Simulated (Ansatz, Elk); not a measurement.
# Bonding as seen by X-rays: CoAgS2

The structure of CoAgS2 used here is made up (a known structure type with other elements) and was relaxed beforehand with PBE. The aim is the Fourier transform of its all-electron density, F(hkl), set beside the sum over free spherical atoms that refinements use.

Method: DFT, PBE, all-electron APW+lo, Dirac cores, scalar-relativistic bands, static density, no spin, in Elk 11.2.3 (patched build).

The structure was built from a prototype and need not be the compound's stable phase.

## Step 1: The starting structure

It takes space group P6_3/mmc (No. 194, hexagonal). Conventional cell: a = 3.373 Å, b = 3.373 Å, c = 14.153 Å, α = 90.00°, β = 90.00°, γ = 120.00°. Nearest to Ag lie 2 S at 2.40 Å. Nearest to Co lie 6 S at 2.25 Å. S has 3 Co at 2.25 Å and 1 Ag at 2.40 Å nearest. Farther neighbours and most contacts between anions are not listed.

## Step 2: Ground state and structure factors

An all-electron density is needed, since X-rays see the cores too. Task 0 finds the density and task 195 Fourier-transforms it; tshift is off so that phases refer to the origin typed.

Contents of elk.in:

```
tasks
  0
  195

xctype
  20

spinpol
  .false.

rgkmax
  7.0

gmaxvr
  14.0

lmaxo
  7

lmaxapw
  8

swidth
  0.002

tshift
  .false.

ramdisk
  .false.

hmaxvr
  5.5

maxscl
  120

epspot
  1e-06

sppath
  './'

avec
  6.37494500122 0.00000000000 0.00000000000
  -3.18747250061 5.52086431879 0.00000000000
  0.00000000000 0.00000000000 26.74442231004

atoms
  3
  'Ag.in'
  2
  0.3333333333 0.6666666667 0.2500000000   0.000000 0.000000 0.000000
  0.6666666667 0.3333333333 0.7500000000   0.000000 0.000000 0.000000
  'Co.in'
  2
  -0.0000000000 -0.0000000000 0.0000000000   0.000000 0.000000 0.000000
  0.0000000000 0.0000000000 0.5000000000   0.000000 0.000000 0.000000
  'S.in'
  4
  0.3333333333 0.6666666667 0.0800789682   0.000000 0.000000 0.000000
  0.6666666667 0.3333333333 0.5800789682   0.000000 0.000000 0.000000
  0.6666666667 0.3333333333 0.9199210318   0.000000 0.000000 0.000000
  0.3333333333 0.6666666667 0.4199210318   0.000000 0.000000 0.000000

ngridk
  8 8 2
```

On the command line:

```sh
$ OMP_NUM_THREADS=4 elk
```

Numbers of over 12 decimals in the logs are rounded to 6 here.

The program printed:

```text
┌─────────────────────────┐
│ Elk code version 11.2.3 │
└─────────────────────────┘

All units are atomic (Hartree, Bohr, etc.)

┌─────────────────────────────────────────────────┐
│ Ground-state run starting from atomic densities │
└─────────────────────────────────────────────────┘

Lattice vectors :
   6.374945001       0.000000000       0.000000000
  -3.187472501       5.520864319       0.000000000
   0.000000000       0.000000000       26.74442231

Reciprocal lattice vectors :
  0.9856061983      0.5690400039      -0.000000000
   0.000000000       1.138080008       0.000000000
   0.000000000      -0.000000000      0.2349344186

Unit cell volume      :    941.2754630
Brillouin zone volume :   0.2635256343

Muffin-tin inner radius fraction :   0.1000000000E-01

Nuclei treated as point charges

Species : 1 (Ag)
 parameters loaded from : Ag.in
 name : silver
 nuclear charge    :   -47.00000000
 electronic charge :    47.00000000
 atomic mass :    196631.6998
 muffin-tin radius :    2.533352586
 number of radial points in muffin-tin :   1193
 inner part over the whole radius :   0.9943795357E-02
 number on inner part of muffin-tin    :    849
 approximate nuclear radius :   0.8648227117E-04
 number of mesh points to nuclear radius :    426
 atomic positions (lattice), magnetic fields (Cartesian) :
  1 :   0.33333333 -0.33333333  0.25000000    0.00000000  0.00000000  0.00000000
  2 :  -0.33333333  0.33333333 -0.25000000    0.00000000  0.00000000  0.00000000

Species : 2 (Co)
 parameters loaded from : Co.in
 name : cobalt
 nuclear charge    :   -27.00000000
 electronic charge :    27.00000000
 atomic mass :    107428.6517
 muffin-tin radius :    2.195650375
 number of radial points in muffin-tin :    993
 inner part over the whole radius :   0.9946125632E-02
 number on inner part of muffin-tin    :    699
 approximate nuclear radius :   0.7243775530E-04
 number of mesh points to nuclear radius :    335
 atomic positions (lattice), magnetic fields (Cartesian) :
  1 :   0.00000000  0.00000000  0.00000000    0.00000000  0.00000000  0.00000000
  2 :   0.00000000  0.00000000  0.50000000    0.00000000  0.00000000  0.00000000

Species : 3 (S)
 parameters loaded from : S.in
 name : sulphur
 nuclear charge    :   -16.00000000
 electronic charge :    16.00000000
 atomic mass :    58450.91931
 muffin-tin radius :    1.961087247
 number of radial points in muffin-tin :    793
 inner part over the whole radius :   0.9854540571E-02
 number on inner part of muffin-tin    :    552
 approximate nuclear radius :   0.6195814986E-04
 number of mesh points to nuclear radius :    252
 atomic positions (lattice), magnetic fields (Cartesian) :
  1 :   0.33333333 -0.33333333  0.08007897    0.00000000  0.00000000  0.00000000
  2 :  -0.33333333  0.33333333 -0.41992103    0.00000000  0.00000000  0.00000000
  3 :  -0.33333333  0.33333333 -0.08007897    0.00000000  0.00000000  0.00000000
  4 :   0.33333333 -0.33333333  0.41992103    0.00000000  0.00000000  0.00000000

Total number of atoms per unit cell :    8
Total muffin-tin volume :    351.2539835
 ratio of muffin-tin to unit cell volume :   0.3731681078

Spin treatment :
 spin-unpolarised

Number of Bravais lattice symmetries :   24
Number of crystal symmetries         :   24
Crystal has inversion symmetry
Real symmetric eigensolver will be used

k-point grid :      8     8     2
k-point offset :    0.000000000       0.000000000       0.000000000
k-point set is reduced with full crystal symmetry group
Total number of k-points :       20

Muffin-tin radius times maximum |G+k| :    7.000000000
 using average radius
Maximum |G+k| for APW functions       :    3.236553653
Maximum (1/2)|G+k|²                   :    5.237639775
Maximum |G| for potential and density :    14.00000000
Constant for pseudocharge density :    9
 order of it for each species :   16  16  16
 order of it for pair densities of each species (exact exchange by exxq0 0: 17) :   13  10   7
Radial integration step length :    1

[...]
Density of states at Fermi energy :    60.51173772
 (states/Hartree/unit cell)

Estimated indirect band gap :   0.7608052683E-02
 from k-point 19 to k-point 8
Estimated direct band gap   :   0.1493999097E-01
 at k-point 7

Charges :
 core                        :    120.0000000
 valence                     :    92.00000000
 interstitial                :    13.41271694
 muffin-tins (core leakage)
  species : 1 (Ag)
[...]
species : 2 (Co)
[...]
species : 3 (S)
[...]
total in muffin-tins        :    198.5872831
 total calculated charge     :    211.9930235
 total charge                :    212.0000000
 error                       :   0.6976494307E-02

RMS change in Kohn-Sham potential (target) :   0.6422247300     (  0.1000000000E-05)
Absolute change in total energy (target)   :    1.480426313     (  0.1000000000E-03)

[... loops 3 to 17 left out ...]

┌──────────────────┐
│ Loop number : 18 │
└──────────────────┘

Energies :
 Fermi                       :     0.221142
 sum of occupied eigenvalues :     -8871.2928701239
 electron kinetic            :      15558.470512800
 core electron kinetic       :      14842.641486943
 Coulomb                     :     -30055.910879505
 Coulomb potential           :     -23752.014350759
 nuclear-nuclear             :     -1804.0739912020
 electron-nuclear            :     -32793.982698468
 Hartree                     :      4542.1458101644
 Madelung                    :     -18179.903704126
 xc potential                :     -677.74903216512
 exchange                    :     -510.85366700173
 correlation                 :     -10.134406393449
 electron entropic           :    -0.59718414291737E-04
 total energy                :     -15018.428499819

Density of states at Fermi energy :    2.305104706
 (states/Hartree/unit cell)

Estimated indirect band gap :   0.1870670956E-01
 from k-point 2 to k-point 4
Estimated direct band gap   :   0.2601793195E-01
 at k-point 3

Charges :
 core                        :    120.0000000
 valence                     :    92.00000000
 interstitial                :    13.49451094
 muffin-tins (core leakage)
  species : 1 (Ag)
[...]
species : 2 (Co)
[...]
species : 3 (S)
[...]
total in muffin-tins        :    198.5054891
 total calculated charge     :    211.9929619
 total charge                :    212.0000000
 error                       :   0.7038094196E-02

RMS change in Kohn-Sham potential (target) :   0.1848978291E-06 (  0.1000000000E-05)
Absolute change in total energy (target)   :   0.1406085357E-04 (  0.1000000000E-03)

Convergence targets achieved

┌──────────────────┐
│ Loop number : 19 │
└──────────────────┘

Energies :
 Fermi                       :     0.221142
 sum of occupied eigenvalues :     -8871.2928760262
 electron kinetic            :      15558.470514182
 core electron kinetic       :      14842.641481277
 Coulomb                     :     -30055.910886253
 Coulomb potential           :     -23752.014347947
 nuclear-nuclear             :     -1804.0739912020
 electron-nuclear            :     -32793.982714536
 Hartree                     :      4542.1458194843
 Madelung                    :     -18179.903712280
 xc potential                :     -677.74904226109
 exchange                    :     -510.85366723926
 correlation                 :     -10.134406404207
 electron entropic           :    -0.59718498590170E-04
 total energy                :     -15018.428505433

Density of states at Fermi energy :    2.305108630
 (states/Hartree/unit cell)

Estimated indirect band gap :   0.1870670122E-01
 from k-point 2 to k-point 4
Estimated direct band gap   :   0.2601792699E-01
 at k-point 3

Charges :
 core                        :    120.0000000
 valence                     :    92.00000000
 interstitial                :    13.49451135
 muffin-tins (core leakage)
  species : 1 (Ag)
[...]
species : 2 (Co)
[...]
species : 3 (S)
[...]
atom 2                    :    13.78437888     (  0.3427320472E-03)
   atom 3                    :    13.78437888     (  0.3427320472E-03)
   atom 4                    :    13.78437888     (  0.3427320472E-03)
 total in muffin-tins        :    198.5054887
 total calculated charge     :    211.9929619
 total charge                :    212.0000000
 error                       :   0.7038093991E-02

┌──────────────────────────────┐
│ Self-consistent loop stopped │
└──────────────────────────────┘

Warning : the lowest level lies among the core levels :   -3.152343543      -3.269971341

Warning : core states of species 2 leak from the muffin-tin :   0.1362708686E-02

Warning : core states of species 3 leak from the muffin-tin :   0.3427320472E-03

Wrote STATE.OUT
```

Elapsed: 33 s, on 4 threads of AMD EPYC 9B45 (Zen 5), shared host; peak memory 0.32 GiB; 96 s of CPU time.

SFACRHO.OUT:

```text

h k l indices transformed by vhmat matrix:
   1.000000000       0.000000000       0.000000000    
   0.000000000       1.000000000       0.000000000    
   0.000000000       0.000000000       1.000000000    

      h      k      l  multipl.   |H|            Re(F)            Im(F)           |F|

      0      0      0      1   0.0000000       212.00000      0.15789475E-15   212.00000    
      0      0     -1      2  0.23493442      0.32657053E-14 -0.32657053E-14  0.46184047E-14
      0      0     -2      2  0.46986884      -6.5441621      0.48985579E-14   6.5441621    
      0      0     -3      2  0.70480326     -0.28166708E-13 -0.65314106E-14  0.28914058E-13
      0      0      4      2  0.93973767       107.77519     -0.13062821E-13   107.77519    
     -1      0      0      6   1.1380800      -19.196229     -0.65314106E-14   19.196229    
      0     -1     -1      6   1.1620759       88.408568     -0.35106332E-13   88.408568    
     -1      1      1      6   1.1620759      -88.408568     -0.68579811E-13   88.408568    
      0      0      5      2   1.1746721     -0.66946958E-13 -0.31024200E-13  0.73786152E-13
      0      1     -2      6   1.2312607       69.925138      0.29391348E-13   69.925138    
      0      1      2      6   1.2312607       69.925138      0.14899780E-13   69.925138    
      1     -1     -3      6   1.3386462       27.050920     -0.32657053E-13   27.050920    
     -1      0      3      6   1.3386462      -27.050920      0.40821316E-14   27.050920    
      0      0     -6      2   1.4096065      -76.293257      0.15512100E-13   76.293257    
      0      1      4      6   1.4759177       12.918177     -0.27758495E-13   12.918177    
     -1      0     -4      6   1.4759177       12.918177      0.41841849E-14   12.918177    
      0      1     -5      6   1.6355674      -81.472395      0.40821316E-14   81.472395    
      1      0     -5      6   1.6355674       81.472395      0.17961379E-13   81.472395
```

Elk indexes on the primitive cell of elk.in and gives |H| = 4π sin θ/λ in inverse bohr. Below, one row stands for each form hkl of the conventional cell (m members, Friedel mates merged), F is for one primitive cell and the density is static (no thermal factor). Free-atom factors are Waasmaier and Kirfel's, and R is Σm||F|−|F'||/Σm|F|.

```tsv
hkl	m	sin θ/λ (Å⁻¹)	abs F, DFT	neutral atoms	diff.
001	2	0.035	0.000	0.000	+0.000
002	2	0.071	6.544	7.086	-0.542
003	2	0.106	0.000	0.000	+0.000
004	2	0.141	107.775	107.773	+0.002
100	6	0.171	19.196	19.511	-0.314
101	12	0.175	88.409	88.472	-0.064
005	2	0.177	0.000	0.000	+0.000
102	12	0.185	69.925	69.966	-0.041
103	12	0.201	27.051	27.659	-0.608
006	2	0.212	76.293	76.379	-0.086
104	12	0.222	12.918	12.849	+0.069
105	12	0.246	81.472	81.671	-0.199
007	2	0.247	0.000	0.000	+0.000
106	12	0.272	89.562	89.997	-0.435
```

## Step 3: The highest occupied states alone

An energy window below the Fermi level keeps the highest occupied states, to see at which angles they scatter; shallow core shells can lie inside it and anion s states outside. No new self-consistency is needed.

Edit elk.in of step 2 so:

```diff
@@ -1,3 +1,2 @@
 tasks
-  0
   195
@@ -40,2 +39,5 @@
 
+wsfac
+  -0.146350 0.521140
+
 sppath
```

On the command line:

```sh
$ OMP_NUM_THREADS=4 elk
```

The program printed:

```text
┌─────────────────────────────────┐
│ Elk code version 11.2.3 started │
└─────────────────────────────────┘

Info(readinput): the functional depends on the density's gradient
 muffin-tin radial points multiplied by    2.00000
 (not where nrmtscf is given)

┌────────────────────┐
│ Current task : 195 │
└────────────────────┘
Info(checkmt): changed muffin-tin radius of species 1 (Ag) from   2.6000 to   2.5334
Info(checkmt): changed muffin-tin radius of species 2 (Co) from   2.4000 to   2.1957
Info(checkmt): changed muffin-tin radius of species 3 (S) from   2.2000 to   1.9611

Info(sfacrho): density structure factors written to SFACRHO.OUT

 Energy window :  -0.1463500000      0.5211400000

┌──────────────────┐
│ Elk code stopped │
└──────────────────┘
```

Run time: 8.9 s. Hardware: 4 threads; peak memory 0.23 GiB; 11 s of CPU time.

States within 10 eV below the Fermi level hold 56.00 electrons; any levels below the window count with the cores. Their amplitudes can exceed the total, where window and core parts have opposite phase:

```tsv
hkl	sin θ/λ (Å⁻¹)	abs F, window	abs F, all
001	0.035	0.000	0.000
002	0.071	3.974	6.544
003	0.106	0.000	0.000
004	0.141	22.895	107.775
100	0.171	2.033	19.196
101	0.175	12.765	88.409
005	0.177	0.000	0.000
102	0.185	14.574	69.925
103	0.201	4.789	27.051
006	0.212	3.985	76.293
```

## Step 4: Another functional

The difference from free atoms is small, so it is set against the change that LDA (Perdew-Wang) makes.

Edit elk.in of step 3 so:

```diff
@@ -1,2 +1,3 @@
 tasks
+  0
   195
@@ -4,3 +5,3 @@
 xctype
-  20
+  3
 
@@ -39,5 +40,2 @@
 
-wsfac
-  -0.146350 0.521140
-
 sppath
```

On the command line:

```sh
$ OMP_NUM_THREADS=4 elk
```

The program printed:

```text
┌─────────────────────────┐
│ Elk code version 11.2.3 │
└─────────────────────────┘

All units are atomic (Hartree, Bohr, etc.)

┌─────────────────────────────────────────────────┐
│ Ground-state run starting from atomic densities │
└─────────────────────────────────────────────────┘

Lattice vectors :
   6.374945001       0.000000000       0.000000000
  -3.187472501       5.520864319       0.000000000
   0.000000000       0.000000000       26.74442231

Reciprocal lattice vectors :
  0.9856061983      0.5690400039      -0.000000000
[...]
atom 4                    :    13.76231676     (  0.3407365322E-03)
 total in muffin-tins        :    198.4683543
 total calculated charge     :    211.9928635
 total charge                :    212.0000000
 error                       :   0.7136450806E-02

┌──────────────────────────────┐
│ Self-consistent loop stopped │
└──────────────────────────────┘

Warning : the lowest level lies among the core levels :   -3.155945682      -3.251438874

Warning : core states of species 2 leak from the muffin-tin :   0.1429308679E-02

Warning : core states of species 3 leak from the muffin-tin :   0.3407365322E-03

Wrote STATE.OUT
[key lines of the parts left out:]
total energy                :     -14999.286691223
```

Elapsed: 21 s, on 4 threads; peak memory 0.26 GiB; 64 s of CPU time.

Against the first run R = 0.07 %; the largest change is -0.100 at 006.

## Step 5: A coarser k-mesh

About half the k-points along each axis test the sampling.

Edit elk.in of step 4 so:

```diff
@@ -5,3 +5,3 @@
 xctype
-  3
+  20
 
@@ -66,2 +66,2 @@
 ngridk
-  8 8 2
+  4 4 1
```

On the command line:

```sh
$ OMP_NUM_THREADS=4 elk
```

The program printed:

```text
┌─────────────────────────┐
│ Elk code version 11.2.3 │
└─────────────────────────┘

All units are atomic (Hartree, Bohr, etc.)

┌─────────────────────────────────────────────────┐
│ Ground-state run starting from atomic densities │
└─────────────────────────────────────────────────┘

Lattice vectors :
   6.374945001       0.000000000       0.000000000
  -3.187472501       5.520864319       0.000000000
   0.000000000       0.000000000       26.74442231

Reciprocal lattice vectors :
  0.9856061983      0.5690400039      -0.000000000
[...]
atom 4                    :    13.78805396     (  0.3429194205E-03)
 total in muffin-tins        :    198.5120279
 total calculated charge     :    211.9931004
 total charge                :    212.0000000
 error                       :   0.6899615006E-02

┌──────────────────────────────┐
│ Self-consistent loop stopped │
└──────────────────────────────┘

Warning : the lowest level lies among the core levels :   -3.152821085      -3.271106575

Warning : core states of species 2 leak from the muffin-tin :   0.1360201595E-02

Warning : core states of species 3 leak from the muffin-tin :   0.3429194205E-03

Wrote STATE.OUT
[key lines of the parts left out:]
total energy                :     -15018.423651402
```

Run time: 17 s. Hardware: 4 threads; peak memory 0.3 GiB; 33 s of CPU time.

Against the first run R = 0.01 %; the largest change is +0.015 at 006.

## Step 6: Settings against the effect

```tsv
run	R against the first run (%)	R against neutral atoms, low angle (%)	wall time
PBE, rgkmax 7	0.00	0.43	33 s
LDA (Perdew-Wang)	0.07	0.47	21 s
k-mesh 4×4×1	0.01	0.42	17 s
```

## Step 7: Outcome

```yaml
r_against_neutral_atoms_sin_theta_lambda_0p3_a_minus1: 0.43 %
r_against_neutral_atoms_0p3_to_0p75_a_minus1: 0.43 %
```

In words: Independent neutral atoms miss the calculated amplitudes by R = 0.43 % below 0.3 Å⁻¹ and 0.43 % from there to 0.75 Å⁻¹; by shells, 0.48 % below 0.15 Å⁻¹ (2 forms), 0.42 % 0.15 to 0.3 (10 forms), 0.44 % 0.3 to 0.45 (20 forms), 0.43 % above 0.45 (90 forms). Bonding, aspherical density and the tables' own atoms all enter these figures, and the runs don't part them. The largest change of an amplitude is +0.82 electrons, at 0 0 10. The window's part falls from 56.0 electrons at the origin to at most 3.49 between 0.45 and 0.75 Å⁻¹, where compact states inside the window still scatter. Below 0.3 Å⁻¹ the changes that finished (LDA (Perdew-Wang) and k-mesh 4×4×1) move F by R = 0.04 % at most, against the 0.43 % that separates it from free atoms. The basis has no finished test. These runs have no spin, though d or f shells may be open. Part of the difference isn't bonding: the tables are fits to free atoms and ions calculated by other methods than this functional. Thermal motion, anomalous dispersion and extinction are left out.

[Logs are printed without paths, hosts, clocks, repeated set-up lines and the standing remarks that a program may print on its own settings, such as how far it seeks lower states.]

[Hosts, paths, dates, database ids (printed as entryN), source tags and the programs' standing remarks are cut or masked in the printed files.]
